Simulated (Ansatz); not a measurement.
# Li3SeF (model cell, started as antiperovskite): phonons and vibrational spectra, part 2 of 3

How does Li3SeF (model cell, started as antiperovskite) vibrate, and is this structure a minimum?

Ansatz 0.2.0; DFT PBE, scalar-relativistic, plane waves, PAW; PAW set soft_1.

So far. Step 4 (Tight relaxation, k-mesh 8×8×8): The forces vanish by symmetry and the pressure is -0.004 GPa, within the tolerances set. The cell now holds 12.76 Å³/atom.

The structure was built from a prototype and need not be the compound's stable phase.

### 5. A first phonon run

The phonons are first tried on the mesh that the gap suggested.

File input.yaml:

```yaml
crystal:
  lattice:
    - [3.9956403211, 0.0, 0.0]
    - [0.0, 3.9956403211, 0.0]
    - [0.0, 0.0, 3.9956403211]
  atoms:
    - { symbol: Se, position: [0.0, 0.0, 0.0] }
    - { symbol: F, position: [0.5, 0.5, 0.5] }
    - { symbol: Li, position: [0.5, 0.5, 0.0] }
    - { symbol: Li, position: [0.5, 0.0, 0.5] }
    - { symbol: Li, position: [0.0, 0.5, 0.5] }
kpoints:
  mp_grid: { grid: [8, 8, 8] }
hamiltonian:
  xc: pbe
  pseudopotentials: { kind: paw, azcp: { folder: soft_1 } }
scf:
  occupations: { method: fixed }
output:
  eigenvalues: true
phonons:
  method: dfpt
  dielectric: true
  rigid_motions: translations
```

Launch:

```sh
ansatz run input.yaml --threads 8 --pin off --max-ram 16384MiB --backend cpu --events-out ev --progress --plain --runs-dir out
```

Numbers of over 12 decimals in the logs are rounded to 6 here.

The log of the run:

```text
[...]
Crystal: 5 atoms, lattice volume = 63.791 Å³
Basis set: ecut = 420 eV, 1237 PW (Γ), exchange–correlation on 54×54×54 points (8 copies of the dense FFT grid, shifted against one another)
Bands: 21, of which v1, the nominal top of the filled ones, is band 16 counted from 1 (15 counted from 0)
Symmetry: 48 space group operations
k-points: 170 of 512 (irreducible under 2 space group operations, time reversal used)
[...]
optical modes at Γ + LO–TO along q̂ = [1.0000, 0.0000, 0.0000]:
      ω (cm⁻¹)  modes    IR ((D/Å)²/amu)
[...]
optical modes at Γ + LO–TO along q̂ = [0.0000, 1.0000, 0.0000]:
      ω (cm⁻¹)  modes    IR ((D/Å)²/amu)
[...]
optical modes at Γ + LO–TO along q̂ = [0.0000, 0.0000, 1.0000]:
      ω (cm⁻¹)  modes    IR ((D/Å)²/amu)
[...]
268.34      2            19.8860
        395.12      1             0.5504
        397.78      2             0.2438
        451.67      1            17.9047
[key lines of the parts left out:]
SCF converged after 11 iterations
Free energy (F): -6898.176881 eV
Fermi energy:    5.010560 eV
```

The job ended after 28 s (8 threads of Arm Neoverse V1, shared host; peak memory 1.2 GiB; 3.3 min of CPU time).

Numbers from this step:

```yaml
sum_rule_residual_before_enforcement: 0.003405 eV/Å²
miss_of_the_charge_sum_rule: 0.007091 e
estimated_error_of_the_dielectric_tensor: 0.01394
estimated_error_of_the_born_charges: 0.01907 e
point_group: m-3m
highest_optical_mode_at_the_zone_centre_no_lo_to_term: 397.8 cm⁻¹
lowest_optical_zone_centre_mode: 149.4 cm⁻¹
mean_high_frequency_dielectric_constant: 4.238
largest_born_charge_third_of_the_trace: -1.991 e
mean_static_dielectric_constant: 22.15
top_of_the_zone_centre_spectrum_with_the_field: 451.7 cm⁻¹
```

The highest optical mode at Γ without the field comes at 397.8 cm⁻¹, but the log warns of the mesh: “the force constants stand on the 8×8×8 k-mesh, whose period is 13.98 times the interband length at k = (0.0000, -0.5000, -0.5000), direct gap 4.060 eV, under 14: take them and everything formed from them as unconverged”.

### 6. Relaxing to small forces for the phonons, k-mesh 12×12×12

The k mesh is raised to 12×12×12 since a zone-centre run on the first mesh warned that it was too coarse for the force constants, and the cell is relaxed again on it.

input.yaml, the sections that differ from step 5:

```yaml
kpoints:
  mp_grid: { grid: [12, 12, 12] }
output:
  forces: true
  stress: true
  eigenvalues: true
relax:
  adjacent_minimum: "off"
  f_tol: 0.001
  max_steps: 60
  cell: { stress_tol: 0.01 }
# crystal, hamiltonian, scf: as in step 5
# phonons: removed
```

The log of the run:

```text
[...]
Crystal: 5 atoms, lattice volume = 63.791 Å³
Basis set: ecut = 420 eV, 1237 PW (Γ), exchange–correlation on 54×54×54 points (8 copies of the dense FFT grid, shifted against one another)
Bands: 21, of which v1, the nominal top of the filled ones, is band 16 counted from 1 (15 counted from 0)
Symmetry: 48 space group operations
[...]
k-points: 84 of 1728
[...]
--- Relaxed structure (1 steps of the walk, 1 accepted, 1 SCFs on fresh bases) ---
[...]
cell:  # Å, volume = 63.7910 Å³
    - [3.9956403211, 0.0, 0.0]
    - [0.0, 3.9956403211, 0.0]
    - [0.0, 0.0, 3.9956403211]
  atoms:
    - { symbol: Se, position: [0.0, 0.0, 0.0] }
    - { symbol: F, position: [0.5, 0.5, 0.5] }
    - { symbol: Li, position: [0.5, 0.5, 0.0] }
    - { symbol: Li, position: [0.5, 0.0, 0.5] }
    - { symbol: Li, position: [0.0, 0.5, 0.5] }
[key lines of the parts left out:]
SCF converged after 9 iterations
Free energy (F): -6898.176983 eV
Fermi energy:    5.010375 eV
P = ⅓ Tr σ = -0.0049 GPa (-0.049 kbar)
```

Wall time 3.4 s (8 threads); peak memory 0.47 GiB.

Little changed from the start: no atom moved by 0.005 Å and no cell edge by 0.1 %.

This step gave:

- pressure: -0.004860 GPa

The forces vanish by symmetry and the pressure is -0.005 GPa, within the tolerances set. The cell now holds 12.76 Å³/atom.

### 7. Modes at Γ

The zone centre comes first: it holds the modes that light can see, as far as symmetry allows. The response to a homogeneous field gives the Born charges and the dielectric tensor.

input.yaml: that of step 6 with these lines changed.

```diff
@@ -19,9 +19,6 @@
 output:
-  forces: true
-  stress: true
   eigenvalues: true
-relax:
-  adjacent_minimum: "off"
-  f_tol: 0.001
-  max_steps: 60
-  cell: { stress_tol: 0.01 }
+phonons:
+  method: dfpt
+  dielectric: true
+  rigid_motions: translations
```

The log of the run:

```text
[...]
Crystal: 5 atoms, lattice volume = 63.791 Å³
Basis set: ecut = 420 eV, 1237 PW (Γ), exchange–correlation on 54×54×54 points (8 copies of the dense FFT grid, shifted against one another)
Bands: 21, of which v1, the nominal top of the filled ones, is band 16 counted from 1 (15 counted from 0)
Symmetry: 48 space group operations
k-points: 518 of 1728 (irreducible under 2 space group operations, time reversal used)
[...]
SCF iter   1: F=—  HF=-6902.650844 eV  |F-HF|=—  |Δ(HF+E_count)|=         —  Δρ=1.78e-1  dr2=1.96e1  ethr=3.10e-3  ⟨swp⟩=4.0  Hψ=43001  notcnv=0  defer=663
[...]
SCF iter  11: F=-6898.176983 eV  HF=-6898.176983 eV  |F-HF|=1.82e-12  |Δ(HF+E_count)|=  2.46e-10  Δρ=1.21e-7  dr2=7.38e-12  ethr=1.00e-12  ⟨swp⟩=10.2  Hψ=62815  notcnv=0
SCF 1 converged in 11 iterations: F = -6898.176983 eV  dr2 = 7.38e-12
[...]
Bands: 17, of which v1, the nominal top of the filled ones, is band 16 counted from 1 (15 counted from 0)
k-points: 56 of 1728
[...]
Eigensolver: Dense (56 Hₖ)
SCF iter   1: F=—  HF=-6898.171727 eV  |F-HF|=—  |Δ(HF+E_count)|=         —  Δρ=1.73e-4  dr2=4.20e-6  ethr=1.00e-1
[...]
SCF iter   4: F=-6898.171732 eV  HF=-6898.171732 eV  |F-HF|=8.45e-10  |Δ(HF+E_count)|=   3.39e-7  Δρ=2.38e-6  dr2=4.21e-9  ethr=7.32e-10
SCF 1 converged in 4 iterations: F = -6898.171732 eV  dr2 = 4.21e-9
[...]
SCF converged after 11 iterations
Free energy (F): -6898.176983 eV
[...]
Internal energy: -6898.176983 eV  (E = F + TS)
E sigma→0 (E₀):  -6898.176983 eV
Fermi energy:    5.010373 eV
[...]
--- Band table (eV; the first three rows and the last of 518) ---
  k-point 0: bands = [... 12 lower, -1.1341, 4.3529, 4.3529, 4.3529, 8.7586, 10.6126, 10.6126, 14.9622, ... 1 higher]
  k-point 1: bands = [... 12 lower, -1.1120, 4.1448, 4.3618, 4.3618, 8.8941, 10.5765, 10.8597, 14.4741, ... 1 higher]
  k-point 2: bands = [... 12 lower, -1.0488, 3.6532, 4.3868, 4.3868, 9.1633, 10.4818, 11.5984, 13.5431, ... 1 higher]
  k-point 517: bands = [... 12 lower, -0.8031, 2.3096, 2.3096, 2.3096, 11.1860, 11.1860, 11.1860, 11.7224, ... 1 higher]
[...]
ASR residual: 3.409e-3 → 0.000e0 eV/Å²; symmetrization residual: 1.445e-6 eV/Å²
  ASR residual per site (eV/Å²): 4.79e-5 2.09e-3 3.41e-3 3.41e-3 3.41e-3
[...]
ε∞ (high-frequency dielectric tensor):
        4.241124     0.000000    -0.000000
        0.000000     4.241124     0.000000
       -0.000000     0.000000     4.241124
  ε⁰ (static dielectric tensor: ions relaxed, cell fixed):
       22.196298     0.000000     0.000000
        0.000000    22.196298    -0.000000
        0.000000    -0.000000    22.196298
  ε⁰ − ε∞ (ionic part):
       17.955173     0.000000     0.000000
        0.000000    17.955173    -0.000000
        0.000000    -0.000000    17.955173
[...]
Born effective charges Z* (e; rows j = field, columns β = displacement):
    site 0:
        -1.99659    0.00000    0.00000
        -0.00000   -1.99659    0.00000
         0.00000   -0.00000   -1.99659
    site 1:
        -1.58107   -0.00000    0.00000
         0.00000   -1.58107    0.00000
         0.00000    0.00000   -1.58107
    site 2:
         1.36271   -0.00000    0.00000
         0.00000    1.36271    0.00000
        -0.00000    0.00000    0.85223
    site 3:
         1.36271    0.00000    0.00000
         0.00000    0.85223    0.00000
        -0.00000    0.00000    1.36271
    site 4:
         0.85223   -0.00000    0.00000
        -0.00000    1.36271    0.00000
         0.00000    0.00000    1.36271
  Z* charge neutrality: 8.933e-4 e pre-enforcement
[...]
optical modes at Γ without the LO–TO term, one row a degenerate level:
      ω (cm⁻¹)  modes    IR ((D/Å)²/amu)
        149.44      3            26.6691
        193.03      3             0.0000
        268.35      3            29.8493
        397.78      3             0.3649
  optical modes at Γ + LO–TO along q̂ = [1.0000, 0.0000, 0.0000]:
      ω (cm⁻¹)  modes    IR ((D/Å)²/amu)
        149.44      2            17.7794
        193.03      3             0.0000
        204.41      1             0.4678
        268.35      2            19.8995
        395.13      1             0.5464
        397.78      2             0.2433
        451.82      1            17.9469
  optical modes at Γ + LO–TO along q̂ = [0.0000, 1.0000, 0.0000]:
      ω (cm⁻¹)  modes    IR ((D/Å)²/amu)
        149.44      2            17.7794
        193.03      3             0.0000
        204.41      1             0.4678
        268.35      2            19.8995
        395.13      1             0.5464
        397.78      2             0.2433
        451.82      1            17.9469
  optical modes at Γ + LO–TO along q̂ = [0.0000, 0.0000, 1.0000]:
      ω (cm⁻¹)  modes    IR ((D/Å)²/amu)
        149.44      2            17.7794
        193.03      3             0.0000
        204.41      1             0.4678
        268.35      2            19.8995
        395.13      1             0.5464
        397.78      2             0.2433
        451.82      1            17.9469
```

The job ended after 78 s (8 threads; peak memory 2.7 GiB; 9.4 min of CPU time).

In the SCF lines HF is the Harris–Foulkes energy and dr2 the Hartree energy of the density residual, in eV; the loop may stop once dr2 is under the threshold and the program's other checks hold. Hψ counts applications of the Hamiltonian.

Numbers from this step:

```yaml
sum_rule_residual_before_enforcement: 0.003409 eV/Å²
miss_of_the_charge_sum_rule: 8.93e-4 e
estimated_error_of_the_dielectric_tensor: 0.01104
estimated_error_of_the_born_charges: 0.01714 e
mean_high_frequency_dielectric_constant: 4.241
largest_born_charge_third_of_the_trace: -1.997 e
mean_static_dielectric_constant: 22.20
top_of_the_zone_centre_spectrum_with_the_field: 451.8 cm⁻¹
```

Without the LO-TO term. Patterns of degenerate modes are one choice out of their space. Modes at Γ, with each element's share of the kinetic energy:

| mode | frequency (cm⁻¹) | symmetry | Se % | F % | Li % |
| --- | --- | --- | --- | --- | --- |
| 1 | 0.0 | acoustic | 66 | 16 | 18 |
| 2 | 0.0 | acoustic | 66 | 16 | 18 |
| 3 | 0.0 | acoustic | 66 | 16 | 18 |
| 4 | 149.4 | T1u | 30 | 11 | 59 |
| 5 | 149.4 | T1u | 30 | 11 | 59 |
| 6 | 149.4 | T1u | 30 | 11 | 59 |
| 7 | 193.0 | T2u | 0 | 0 | 100 |
| 8 | 193.0 | T2u | 0 | 0 | 100 |
| 9 | 193.0 | T2u | 0 | 0 | 100 |
| 10 | 268.4 | T1u | 3 | 71 | 26 |
| 11 | 268.4 | T1u | 3 | 71 | 26 |
| 12 | 268.4 | T1u | 3 | 71 | 26 |
| 13 | 397.8 | T1u | 0 | 3 | 97 |
| 14 | 397.8 | T1u | 0 | 3 | 97 |
| 15 | 397.8 | T1u | 0 | 3 | 97 |

Displacements in mode 5 (149.4 cm⁻¹), the largest set to 1:
```
Se1  0.33 -0.11 -0.27
F2  -0.40  0.13  0.33
Li3 -1.00  0.32  0.57
Li4 -1.00  0.23  0.81
Li5 -0.71  0.32  0.81
```

Displacements in mode 15 (397.8 cm⁻¹), the largest set to 1:
```
Se1  0.00  0.01 -0.01
F2   0.00  0.08 -0.11
Li3  0.00  0.22  1.00
Li4  0.00 -0.73 -0.31
Li5  0.00  0.22 -0.31
```

Optical modes at the zone centre, without and with the macroscopic field of the longitudinal modes; each column is sorted by frequency, so a row need not hold one and the same mode. Modes with and without the field, by row:

| rank among optical modes | no field (cm⁻¹) | q along (1, 0, 0) (cm⁻¹) |
| --- | --- | --- |
| 1 | 149.4 | 149.4 |
| 2 | 149.4 | 149.4 |
| 3 | 149.4 | 193 |
| 4 | 193 | 193 |
| 5 | 193 | 193 |
| 6 | 193 | 204.4 |
| 7 | 268.4 | 268.4 |
| 8 | 268.4 | 268.4 |
| 9 | 268.4 | 395.1 |
| 10 | 397.8 | 397.8 |
| 11 | 397.8 | 397.8 |
| 12 | 397.8 | 451.8 |

Born charge (rows field, columns displacement) (e), principal values of the symmetric part by kind of site:

| atom | atoms with these values | low | middle | high | mean |
| --- | --- | --- | --- | --- | --- |
| Se1 | 1 | -2.00 | -2.00 | -2.00 | -2.00 |
| F2 | 1 | -1.58 | -1.58 | -1.58 | -1.58 |
| Li3 | 3 | 0.85 | 1.36 | 1.36 | 1.19 |

In full for Li3:

```
1.36 0.00 0.00
0.00 1.36 0.00
0.00 0.00 0.85
```

High-frequency dielectric tensor:

```
4.24 0.00 0.00
0.00 4.24 0.00
0.00 0.00 4.24
```

Static dielectric tensor (ions relaxed, fixed cell):

```
22.20  0.00  0.00
 0.00 22.20  0.00
 0.00  0.00 22.20
```

Transverse modes. Lines of the infrared spectrum (strongest = 100):

| position (cm⁻¹) | label | relative intensity |
| --- | --- | --- |
| 149 | T1u | 89 |
| 193 | T2u | 0.0 |
| 268 | T1u | 100 |
| 398 | T1u | 1.2 |

Before it was imposed, the acoustic sum rule was missed by 0.0034 eV/Å² and the charge sum rule by 8.9e-4 e. Small misses are needed for a sound result but don't prove that mesh and cutoff are converged. Against the first mesh the highest mode moved by +0.0 cm⁻¹. The lowest optical mode is real, 149 cm⁻¹.

[end of part 2 of 3]

[Logs are printed without paths, hosts, clocks, repeated set-up lines and the standing remarks that a program may print on its own settings, such as how far it seeks lower states.]

[Hosts, paths, dates, database ids (printed as entryN), source tags and the programs' standing remarks are cut or masked in the printed files.]
